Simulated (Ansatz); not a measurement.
# A hypothetical structure for MgCoS4

This structure for MgCoS4 is made up. Its elements were placed in a known structure type with a cell scaled to their sizes. What cell does the guess relax to, and how far off was it?

Program: Ansatz 0.2.0. Level of theory: DFT, PBEsol, plane-wave PAW, files of the set soft_1, scalar-relativistic, ferromagnetic start, cell and ions relaxed at zero pressure; PAW set soft_1. Results are calculated unless marked as measured.

### Step 1. Starting point

It takes space group I-4 (No. 82, tetragonal). Conventional cell: a = 10.699 Å, b = 10.699 Å, c = 4.082 Å, α = 90.00°, β = 90.00°, γ = 90.00°. Nearest to Co lie 2 Co at 4.08 Å. S has 1 Mg at 2.50 Å nearest. Nearest to Mg lie 4 S at 2.50 Å. Farther neighbours and most contacts between anions are not listed.

### Step 2. Relaxing cell and atoms

The guess takes its coordinates from another compound and its volume from a rule, so the cell and any free coordinates are relaxed together.

Input file input.yaml:

```yaml
crystal:
  lattice:
    - [-5.3495, 5.3495, 2.041]
    - [5.3495, -5.3495, 2.041]
    - [5.3495, 5.3495, -2.041]
  atoms:
    - { symbol: Co, position: [0.75, 0.25, 0.5], spin: 2.0 }
    - { symbol: S, position: [0.8468, 0.5606, 0.0172] }
    - { symbol: S, position: [0.1704, 0.1532, 0.7138] }
    - { symbol: S, position: [0.5434, 0.8296, 0.9828] }
    - { symbol: S, position: [0.4394, 0.4566, 0.2862] }
    - { symbol: Mg, position: [0.0, 0.0, 0.0] }
magnetization:
  spin_polarized: true
kpoints:
  mp_grid: { grid: [7, 7, 7] }
scf:
  occupations: { method: fermi_dirac, width: 0.05 }
hamiltonian:
  xc: pbesol
  pseudopotentials: { kind: paw, azcp: { folder: soft_1 }, xc_functional: pbe }
relax:
  f_tol: 0.015
  max_steps: 70
  cell: {}
output:
  forces: true
  stress: true
```

Run with:

```console
ansatz run input.yaml --threads 4 --pin off --max-ram 10240MiB --backend cpu --events-out ev --progress --plain --runs-dir out
```

Numbers of over 12 decimals in the logs are rounded to 6 here.

Log:

```text
Engine: ansatz 0.2.0, aarch64-unknown-linux-gnu
Pseudopotentials: kind: paw
Pseudopotential: Co, paw, valence charge 17, recommended cutoff 420 eV (normal), soft_1/Co.paw.azcp
Pseudopotential: S, paw, valence charge 6, recommended cutoff 420 eV (normal), soft_1/S.paw.azcp
Pseudopotential: Mg, paw, valence charge 10, recommended cutoff 420 eV (normal), soft_1/Mg.paw.azcp
Functional definition: PBEsol
  exchange = pbesol_x
  correlation = pbesol_c
Crystal: 6 atoms, lattice volume = 233.630 Å³
Basis set: ecut = 420 eV, 4551 PW (Γ), exchange–correlation on 108×108×108 points (8 copies of the dense FFT grid, shifted against one another)
Bands: 33, of which v1, the nominal top of the filled ones, is band 26 counted from 1 (25 counted from 0)
Symmetry: 4 space group operations
Space group: I-4 (ITA 82), of the structure as read, at distance tolerance 6.2e-5 Å
Magnetic group: BNS 82.39 (UNI 699), of the structure as read, at distance tolerance 6.2e-5 Å
k-points: 52 of 343 (time reversal used)
Non-local potential: Co, projectors of the file, l = 0: 3, l = 1: 2, l = 2: 3, l = 3: 1
Non-local potential: S, projectors of the file, l = 0: 2, l = 1: 2, l = 2: 1
Non-local potential: Mg, projectors of the file, l = 0: 3, l = 1: 2, l = 2: 1
PAW form: soft (Blöchl's): semilocal exchange-correlation on the pseudo side does not see the compensation charge
PAW frozen core: Co, regenerated for the run's functional, and the local potential with it (the file was generated under x = pbe(κ = 0.804, μ = 0.219515), c = pbe(β = 0.066725))
PAW frozen core: S, regenerated for the run's functional, and the local potential with it (the file was generated under x = pbe(κ = 0.804, μ = 0.219515), c = pbe(β = 0.066725))
PAW frozen core: Mg, regenerated for the run's functional, and the local potential with it (the file was generated under x = pbe(κ = 0.804, μ = 0.219515), c = pbe(β = 0.066725))
PAW one-centre angular grid: Co, 590 points (default); XC on 64 Gauss nodes
PAW one-centre angular grid: S, 110 points (default); XC on 64 Gauss nodes
PAW one-centre angular grid: Mg, 110 points (default); XC on 64 Gauss nodes
Starting moments: Σ|m| = 2 μB on 1 of 6 sites
Initial wavefunctions: pseudopotential atomic-orbital guess
Functional: x = pbesol(κ = 0.804, μ = 0.123457), c = pbesol(β = 0.046)
SCF iter   1: F=—  HF=-10537.337434 eV  |F-HF|=—  |Δ(HF+E_count)|=         —  Δρ=6.17e-2 (↑1.75e-2 ↓6.17e-2)  dr2=3.33e1  dr2_m=2.24e0  M=3.008 μB ∫|m|=3.080 μB  β_m=0.30  ethr=3.10e-3  ⟨swp⟩=8.7  Hψ=16457  notcnv=0
Mixer restart at iter 1: flushing history
preconditioner: auto → Kerker (q_TF=auto, 2.117 Å⁻¹)  [metal: Δε(μ)=0.001 eV  Ē_g=6.044 eV  σ=0.050 eV  W_gap=0.00  n_scr=44 (ndim 8)  ℏωp=14.4 eV  f_vac=0.083  D(μ)=27.57/eV (n_scr^D=386)]
spin=Collinear: Kerker preconditioning applied to the charge; magnetization (m = ρ↑ − ρ↓) channel mixes plain (no charge-response kernel on spin).
SCF iter   2: F=—  HF=-10535.361879 eV  |F-HF|=—  |Δ(HF+E_count)|=    1.98e0  Δρ=3.28e-2 (↑3.28e-2 ↓2.19e-2)  dr2=1.14e1  dr2_m=9.20e-1  M=2.831 μB ∫|m|=2.900 μB  β_m=0.37  ethr=3.10e-3  ⟨swp⟩=3.5  Hψ=8092  notcnv=0
SCF iter   3: F=—  HF=-10534.531334 eV  |F-HF|=—  |Δ(HF+E_count)|=   8.31e-1  Δρ=1.77e-2 (↑1.03e-2 ↓1.77e-2)  dr2=6.21e0  dr2_m=2.28e-1  M=2.806 μB ∫|m|=3.104 μB  β_m=0.44  ethr=3.10e-3  ⟨swp⟩=3.2  Hψ=7949  notcnv=0
SCF iter   4: F=—  HF=-10533.953179 eV  |F-HF|=—  |Δ(HF+E_count)|=   5.78e-1  Δρ=1.87e-2 (↑1.01e-2 ↓1.87e-2)  dr2=1.32e0  dr2_m=3.28e-1  M=2.401 μB ∫|m|=3.184 μB  β_m=0.72  ethr=3.10e-3  ⟨swp⟩=4.5  Hψ=6996  notcnv=0
SCF iter   5: F=—  HF=-10534.134305 eV  |F-HF|=—  |Δ(HF+E_count)|=   1.81e-1  Δρ=7.20e-3 (↑4.46e-3 ↓7.20e-3)  dr2=9.37e-1  dr2_m=2.66e-2  M=2.117 μB ∫|m|=3.575 μB  β_m=0.65  ethr=2.59e-3  ⟨swp⟩=3.3  Hψ=5242  notcnv=0
SCF iter   6: F=—  HF=-10534.185141 eV  |F-HF|=—  |Δ(HF+E_count)|=   5.08e-2  Δρ=8.48e-3 (↑5.07e-3 ↓8.48e-3)  dr2=7.37e-1  dr2_m=7.46e-2  M=1.337 μB ∫|m|=4.372 μB  β_m=0.64  ethr=1.84e-3  ⟨swp⟩=2.0  Hψ=5029  notcnv=0
SCF iter   7: F=—  HF=-10534.313324 eV  |F-HF|=—  |Δ(HF+E_count)|=         —  Δρ=9.58e-3 (↑4.47e-3 ↓9.58e-3)  dr2=6.03e-1  dr2_m=9.15e-2  M=0.170 μB ∫|m|=5.575 μB  β_m=0.64  ethr=1.44e-3  ⟨swp⟩=2.3  Hψ=4262  notcnv=0  defer=3
Mixer restart at iter 7: flushing history
SCF iter   8: F=—  HF=-10534.308015 eV  |F-HF|=—  |Δ(HF+E_count)|=   5.31e-3  Δρ=8.25e-3 (↑5.05e-3 ↓8.25e-3)  dr2=2.06e-1  dr2_m=3.52e-2  M=-0.214 μB ∫|m|=5.794 μB  β_m=0.59  ethr=1.18e-3  ⟨swp⟩=3.1  Hψ=5680  notcnv=0  defer=1
SCF iter   9: F=—  HF=-10534.550686 eV  |F-HF|=—  |Δ(HF+E_count)|=         —  Δρ=1.02e-2 (↑8.31e-3 ↓1.02e-2)  dr2=1.66e-1  dr2_m=1.54e-1  M=-1.491 μB ∫|m|=7.187 μB  β_m=1.00  ethr=4.04e-4  ⟨swp⟩=3.1  Hψ=7601  notcnv=0  defer=2
Mixer restart at iter 9: flushing history
SCF iter  10: F=—  HF=-10534.494244 eV  |F-HF|=—  |Δ(HF+E_count)|=   5.64e-2  Δρ=1.43e-2 (↑6.36e-3 ↓1.43e-2)  dr2=6.63e-1  dr2_m=6.76e-2  M=-2.170 μB ∫|m|=7.604 μB  β_m=0.59  ethr=9.80e-5  ⟨swp⟩=3.4  Hψ=7733  notcnv=0
SCF iter  11: F=—  HF=-10534.558483 eV  |F-HF|=—  |Δ(HF+E_count)|=   6.42e-2  Δρ=1.57e-2 (↑8.47e-3 ↓1.57e-2)  dr2=1.02e0  dr2_m=3.27e-2  M=-1.701 μB ∫|m|=7.630 μB  β_m=0.43  ethr=9.80e-5  ⟨swp⟩=4.3  Hψ=10034  notcnv=0  defer=1
SCF iter  12: F=—  HF=-10534.450084 eV  |F-HF|=—  |Δ(HF+E_count)|=   1.08e-1  Δρ=2.85e-3 (↑2.01e-3 ↓2.85e-3)  dr2=3.21e-2  dr2_m=3.70e-3  M=-1.957 μB ∫|m|=7.665 μB  β_m=0.72  ethr=9.80e-5  ⟨swp⟩=3.2  Hψ=7701  notcnv=0
SCF iter  13: F=—  HF=-10534.450463 eV  |F-HF|=—  |Δ(HF+E_count)|=   3.78e-4  Δρ=6.58e-4 (↑6.58e-4 ↓5.82e-4)  dr2=2.10e-3  dr2_m=1.92e-4  M=-2.074 μB ∫|m|=7.764 μB  β_m=0.77  ethr=6.30e-5  ⟨swp⟩=2.0  Hψ=5644  notcnv=0
SCF iter  14: F=—  HF=-10534.451231 eV  |F-HF|=—  |Δ(HF+E_count)|=   7.69e-4  Δρ=2.21e-4 (↑2.21e-4 ↓1.84e-4)  dr2=2.30e-4  dr2_m=4.09e-5  M=-2.097 μB ∫|m|=7.781 μB  β_m=0.88  ethr=4.11e-6  ⟨swp⟩=2.2  Hψ=6199  notcnv=0
SCF iter  15: F=—  HF=-10534.451321 eV  |F-HF|=—  |Δ(HF+E_count)|=   8.96e-5  Δρ=1.16e-4 (↑4.88e-5 ↓1.16e-4)  dr2=5.07e-5  dr2_m=7.19e-6  M=-2.099 μB ∫|m|=7.779 μB  β_m=0.94  ethr=4.52e-7  ⟨swp⟩=2.0  Hψ=5003  notcnv=0
SCF iter  16: F=—  HF=-10534.451362 eV  |F-HF|=—  |Δ(HF+E_count)|=   4.14e-5  Δρ=9.42e-5 (↑4.37e-5 ↓9.42e-5)  dr2=1.12e-5  dr2_m=5.09e-6  M=-2.105 μB ∫|m|=7.783 μB  β_m=0.97  ethr=9.94e-8  ⟨swp⟩=2.0  Hψ=6251  notcnv=0
SCF iter  17: F=—  HF=-10534.451398 eV  |F-HF|=—  |Δ(HF+E_count)|=   3.63e-5  Δρ=1.40e-4 (↑5.22e-5 ↓1.40e-4)  dr2=6.57e-5  dr2_m=6.55e-6  M=-2.099 μB ∫|m|=7.781 μB  β_m=0.99  ethr=2.19e-8  ⟨swp⟩=2.0  Hψ=6224  notcnv=0  recentre
[...]
relax step  22: F+E_penalty+E_count = -10545.91441982 eV  Δ(F+E_penalty+E_count) = -2.283e-3 eV  max|allowed force component| = 5.413e-3 eV/Å  Δτ_max = 0.0162 Å  P = +0.022 GPa  Ω = 110.719 Å³  energy of the carried Pulay correction = +1.273e-2 eV  (9 SCF iters, dr2 threshold 5.14e-7 eV, accepted)
Basis set: ecut = 420 eV, 2159 PW (Γ), exchange–correlation on 80×80×80 points (8 copies of the dense FFT grid, shifted against one another)
Initial wavefunctions: pseudopotential atomic-orbital guess (no wavefunctions were taken with the density)
iter 1 solved again at ethr=8.75e-7 eV; its pass at ethr=3.10e-3 eV (dr2=4.46e-4 eV) is discarded
SCF iter   1: F=—  HF=-10545.908671 eV  |F-HF|=—  |Δ(HF+E_count)|=         —  Δρ=2.33e-4 (↑2.33e-4 ↓2.33e-4)  dr2=1.69e-4  dr2_m=1.77e-11  M=0.000 μB ∫|m|=0.000 μB  β_m=0.65  ethr=8.75e-7  ⟨swp⟩=3.8  Hψ=26538  notcnv=0
preconditioner: auto → Kerker (q_TF=auto, 2.159 Å⁻¹)  [metal: Δε(μ)=0.029 eV  Ē_g=8.612 eV  σ=0.050 eV  W_gap=0.14  n_scr=16 (ndim 8)  ℏωp=20.9 eV  f_vac=0.000  D(μ)=3.19/eV (n_scr^D=16)]
spin=Collinear: Kerker preconditioning applied to the charge; magnetization (m = ρ↑ − ρ↓) channel mixes plain (no charge-response kernel on spin).
SCF iter   2: F=—  HF=-10545.908635 eV  |F-HF|=—  |Δ(HF+E_count)|=   3.62e-5  Δρ=8.65e-5 (↑8.64e-5 ↓8.65e-5)  dr2=8.16e-6  dr2_m=9.93e-12  M=0.000 μB ∫|m|=0.000 μB  β_m=0.49  ethr=3.32e-7  ⟨swp⟩=2.1  Hψ=4776  notcnv=0
SCF iter   3: F=—  HF=-10545.908652 eV  |F-HF|=—  |Δ(HF+E_count)|=   1.76e-5  Δρ=4.46e-5 (↑4.46e-5 ↓4.45e-5)  dr2=4.92e-6  dr2_m=4.78e-12  M=0.000 μB ∫|m|=0.000 μB  β_m=0.48  ethr=1.60e-8  ⟨swp⟩=2.0  Hψ=6166  notcnv=0
SCF iter   4: F=—  HF=-10545.908657 eV  |F-HF|=—  |Δ(HF+E_count)|=   4.73e-6  Δρ=3.37e-5 (↑3.36e-5 ↓3.37e-5)  dr2=3.47e-6  dr2_m=4.46e-12  M=0.000 μB ∫|m|=0.000 μB  β_m=0.74  ethr=9.64e-9  ⟨swp⟩=2.0  Hψ=4330  notcnv=0
SCF iter   5: F=—  HF=-10545.908671 eV  |F-HF|=—  |Δ(HF+E_count)|=   1.43e-5  Δρ=4.46e-5 (↑4.45e-5 ↓4.46e-5)  dr2=8.02e-6  dr2_m=1.86e-12  M=0.000 μB ∫|m|=0.000 μB  β_m=0.87  ethr=6.81e-9  ⟨swp⟩=2.0  Hψ=4508  notcnv=0
SCF iter   6: F=—  HF=-10545.908682 eV  |F-HF|=—  |Δ(HF+E_count)|=   1.05e-5  Δρ=2.90e-5 (↑2.89e-5 ↓2.90e-5)  dr2=3.54e-6  dr2_m=1.18e-12  M=0.000 μB ∫|m|=0.000 μB  β_m=0.86  ethr=6.81e-9  ⟨swp⟩=3.0  Hψ=6357  notcnv=0
SCF iter   7: F=—  HF=-10545.908685 eV  |F-HF|=—  |Δ(HF+E_count)|=   3.25e-6  Δρ=7.16e-6 (↑7.11e-6 ↓7.16e-6)  dr2=2.11e-7  dr2_m=6.36e-13  M=0.000 μB ∫|m|=0.000 μB  β_m=0.90  ethr=6.81e-9  ⟨swp⟩=2.8  Hψ=6753  notcnv=0
SCF iter   8: F=—  HF=-10545.908685 eV  |F-HF|=—  |Δ(HF+E_count)|=   1.54e-7  Δρ=2.19e-6 (↑2.17e-6 ↓2.19e-6)  dr2=2.02e-8  dr2_m=8.19e-14  M=0.000 μB ∫|m|=0.000 μB  β_m=0.95  ethr=4.13e-10  ⟨swp⟩=2.3  Hψ=5463  notcnv=0
SCF iter   9: F=—  HF=-10545.908685 eV  |F-HF|=—  |Δ(HF+E_count)|=   2.11e-8  Δρ=1.40e-7 (↑1.35e-7 ↓1.40e-7)  dr2=1.47e-10  dr2_m=4.68e-14  M=0.000 μB ∫|m|=0.000 μB  β_m=0.97  ethr=3.95e-11  ⟨swp⟩=2.4  Hψ=6040  notcnv=0
SCF iter  10: F=—  HF=-10545.908685 eV  |F-HF|=—  |Δ(HF+E_count)|=  5.95e-10  Δρ=1.03e-7 (↑9.40e-8 ↓1.03e-7)  dr2=3.55e-11  dr2_m=2.14e-14  M=0.000 μB ∫|m|=0.000 μB  β_m=0.99  ethr=1.00e-12  ⟨swp⟩=2.1  Hψ=4904  notcnv=0
SCF iter  11: F=-10545.908685 eV  HF=-10545.908685 eV  |F-HF|=1.82e-12  |Δ(HF+E_count)|=  2.18e-11  Δρ=1.44e-8 (↑1.35e-8 ↓1.44e-8)  dr2=1.65e-12  dr2_m=1.25e-15  M=0.000 μB ∫|m|=0.000 μB  ethr=1.00e-12  ⟨swp⟩=4.0  Hψ=12722  notcnv=0
the starting moments were not kept: the SCF closed with an absolute magnetisation of 1.1e-7 μB, where they sum to 2 μB in size (1 site). That is at most 0.1 of that sum. Measured as dr2_m measures the in/out step, that magnetisation stands 1.8e-14 eV from none, at or under the dr2_threshold of 6.0e-11 eV: it is no larger than a step whose dr2_m would equal this threshold.
SCF 23 converged in 11 iterations: F = -10545.908685 eV  dr2 = 1.65e-12
relax step  23: F+E_penalty+E_count = -10545.90868532 eV  Δ(F+E_penalty+E_count) = +5.735e-3 eV  max|allowed force component| = 5.410e-3 eV/Å  Δτ_max = 0.0000 Å  P = +0.010 GPa  Ω = 110.719 Å³  stress off target by 1.46e-2 GPa  SCF on the basis re-selected at this cell (its energy is not comparable with the rows above)  (11 SCF iters)
basis re-selected at this cell: Δ(F+E_penalty+E_count) = +5.735e-3 eV, ΔP = -0.012 GPa vs the last step (what re-selecting the basis moved, of the pressure what is left beyond the Pulay correction that the steps carried, after the strain that the cell walked since its last selection, with what the two solves' SCF thresholds leave and, on support functions, any second-order correction that the steps lacked; it is no measure of the basis error at this ecutwfc). The dense FFT grid was sized anew with the basis: this SCF ran on 40×40×40 points, the steps before it on 54×54×54, so part of this shift can come from that change (see relax.cell in the input reference). [rest of the remark cut]
SCF converged after 11 iterations
Magnetization: 0.0000 μB (25.5000 up, 25.5000 down)
Absolute magnetization: 0.0000 μB (∫|ρ↑−ρ↓|, with the PAW one-centre terms)
Spin contamination: 0.0000 ħ² per cell (⟨S²⟩ above its minimum at these occupations)
Per-site moments (μB) at R_I (Å): [(8.218473260011535e-8, 0.856304), (-2.8043005778705443e-9, 0.856304), (-2.804300518561485e-9, 0.856304), (-2.8043005773722288e-9, 0.856304), (-2.8043005690293228e-9, 0.856304), (5.090741659020183e-10, 1.084278)]
Free energy (F): -10545.908685 eV
Harris-Foulkes:  -10545.908685 eV  (|F-HF|=1.82e-12)
Internal energy: -10545.881140 eV  (E = F + TS)
E sigma→0 (E₀):  -10545.894913 eV
Entropy (-TS):   -0.027545 eV (-4.591 meV/atom)
Fermi energy:    7.184294 eV
--- Per-component energies (eV) ---
  E_band       = -764.704662
  E_kinetic    = 783.797030
  E_local      = -6672.972482  (includes V_loc(G=0)·N_el)
  E_nonlocal   = 774.790684
  E_hartree    = 2735.451328
  E_xc         = -468.172952
  E_vxc        = -480.520996  (∫ρ·V_xc dr)
  E_paw        = -4200.635224  (= ΣΔE_a)
  E_vpaw       = -640.701284  (= ΣTr[D̂ρ^β])
  E_aug_tail   = -0.000186  (compensation charges beyond the density's cutoff)
  E_ewald      = -3498.634418
  E_core_change = 0.495079  (= ΣΔE_core)
  E_smearing   = -0.027545  (= −TS)
  E_closure    = 0.000000  (closes the sum)
  Σ components = -10545.908685   (vs F -10545.908685, Δ=0.00e0)
--- Forces (eV/Å), atoms counted from 1 ---
  atom   1  Co     0.00000000    -0.00000000     0.00000000
  atom   2  S     -0.00033095     0.00090505    -0.00540998
  atom   3  S     -0.00090505    -0.00033095     0.00540998
  atom   4  S      0.00033095    -0.00090505    -0.00540998
  atom   5  S      0.00090505     0.00033095     0.00540998
  atom   6  Mg    -0.00000000     0.00000000     0.00000000
  max |Σ_I F_I| component: 1.39e-16 eV/Å
--- Stress (GPa, compression-positive) ---
        0.014575      -0.000000      -0.000000
        0.000000       0.014575      -0.000000
       -0.000000      -0.000000       0.000815
  P = ⅓ Tr σ = 0.0100 GPa (0.100 kbar)
--- Relaxed structure (22 steps of the walk, 22 accepted, 1 SCFs on fresh bases) ---
  F+E_penalty+E_count = -10545.90868532 eV   max|allowed force component| = 5.410e-3 eV/Å   (the final SCF, on the basis selected at the relaxed cell)
  cell:  # Å, volume = 110.7190 Å³
    - [-3.734093, 3.734093, 1.985144]
    - [3.734093, -3.734093, 1.985144]
    - [3.734093, 3.734093, -1.985144]
  atoms:
    - { symbol: Co, position: [0.750000, 0.250000, 0.500000] }
    - { symbol: S, position: [0.717916, 0.470176, 0.247969] }
    - { symbol: S, position: [0.530053, 0.282084, 0.752260] }
    - { symbol: S, position: [0.222207, 0.469947, 0.752031] }
    - { symbol: S, position: [0.529824, 0.777793, 0.247740] }
    - { symbol: Mg, position: [-1.2749070132117645e-18, -1.4032669301960591e-18, -1.2835991698429573e-19] }
```

Run time: 15 min. Hardware: 4 threads of Arm Neoverse V1, shared host; peak memory 1.9 GiB; 59 min of CPU time.

Relaxation path (22 of 23):

```tsv
step	energy less that of the first step (eV)	largest force component (eV/Å)	pressure (GPa)	volume (Å³)
1	0.0000	0.3413	-4.30	233.63
2	-1.3744	0.8695	-5.37	209.62
3	-2.9187	1.0907	-4.91	194.91
4	-4.4792	0.8465	-3.77	181.72
5	-5.1178	1.0301	0.13	165.43
6	-5.9388	0.3045	-3.29	148.06
7	-6.5243	0.4923	-1.73	129.07
8	-6.8983	0.5611	1.43	111.74
9	-7.3488	1.0725	1.68	106.51
10	-8.1664	1.5302	0.50	104.07
11	-9.2680	1.7514	-0.03	101.09
13	-11.0434	0.8838	-0.02	100.20
14	-11.2927	0.1689	0.02	100.92
15	-11.3145	0.0905	0.61	102.43
16	-11.3261	0.0627	-0.40	104.44
17	-11.3676	0.1243	-0.85	108.44
18	-11.3903	0.1764	-1.44	111.96
19	-11.4409	0.0896	-0.14	110.51
20	-11.4524	0.0301	-0.73	111.73
21	-11.4530	0.0800	0.37	110.85
22	-11.4553	0.0054	0.02	110.72
23*	-11.4496	0.0054	0.01	110.72
```

Relaxation steps marked * repeat the geometry before them on a plane-wave basis chosen anew for their cell, so energy and pressure can jump there. Other such steps can lie between the rows shown.

Forces are held to the 4 operations that the run works with; a distortion that breaks them can't arise in this run.

```tsv
cell as run	before	after	change
a (Å)	7.836	5.642	-28.0 %
b (Å)	7.836	5.642	-28.0 %
c (Å)	7.836	5.642	-28.0 %
α (°)	93.89	97.11	+3.4 %
β (°)	93.89	97.11	+3.4 %
γ (°)	149.80	138.80	-7.3 %
volume (Å³/atom)	38.94	18.45	-52.6 %
```

The atoms that moved most (Å, as changes of fractional coordinates times the final cell):

```tsv
atom	dx	dy	dz	length
S2	1.005	0.718	-0.893	1.525
S3	-0.718	1.005	0.893	1.525
S4	-1.005	-0.718	-0.893	1.525
S5	0.718	-1.005	0.893	1.525
```

Final coordinates:

```
Co S Mg
1.0
    -3.73409    3.73409    1.98514
     3.73409   -3.73409    1.98514
     3.73409    3.73409   -1.98514
Co S Mg
1 4 1
Direct
  0.75000 0.25000 0.50000
  0.71792 0.47018 0.24797
  0.53005 0.28208 0.75226
  0.22221 0.46995 0.75203
  0.52982 0.77779 0.24774
  0.00000 0.00000 0.00000
```

Numbers from this step:

| Item | Value |
| --- | --- |
| free energy | -10545.9087 eV |
| energy at zero smearing | -10545.8949 eV |
| smearing term TS | 0.02754 eV |
| Fermi energy | 7.184 eV |
| electrons | 51 |
| symmetry operations | 4 |
| pressure | 0.009989 GPa |

The shortest distance of each pair, which need not be the same contact before and after:

```tsv
pair	guess (Å)	relaxed (Å)
Co–S	4.240	2.076
S–S	3.456	2.629
Mg–S	2.501	2.629
Co–Mg	5.446	3.864
Co–Co	4.082	3.970
```

The relaxation ends with a largest force component of 0.0054 eV/Å and a pressure of 0.01 GPa. The starting moments have collapsed: the run ends non-magnetic.

### Step 3. Results

* space group, relaxed: I-4m2
* conventional cell: a = 7.468, b = 7.468, c = 3.970 Å; α = 90.0°, β = 90.0°, γ = 90.0°
* volume per atom: 18.45 Å³ (guess 38.94)
* total moment: 0.00 μB in the cell of 6 atoms

MgCoS4 relaxes to I-4m2 with a = 7.468, b = 7.468 and c = 3.970 Å. The guessed volume was 111 % too large. The symmetry rose from I-4 to I-4m2, so the distortion of the structure type doesn't survive with these elements. The moments died out from this one start and weren't seeded again at the relaxed cell. Mesh and cutoff weren't tested. A vector of the cell changed its length by 28 %, so the starting arrangement is largely lost and the mesh was laid for another shape. No dispersion term is used, so weakly bound directions may come out too long. Nothing here tests whether the compound is stable against decomposition.

[Logs are printed without paths, hosts, clocks, repeated set-up lines and the standing remarks that a program may print on its own settings, such as how far it seeks lower states.]

[Hosts, paths, dates, database ids (printed as entryN), source tags and the programs' standing remarks are cut or masked in the printed files.]
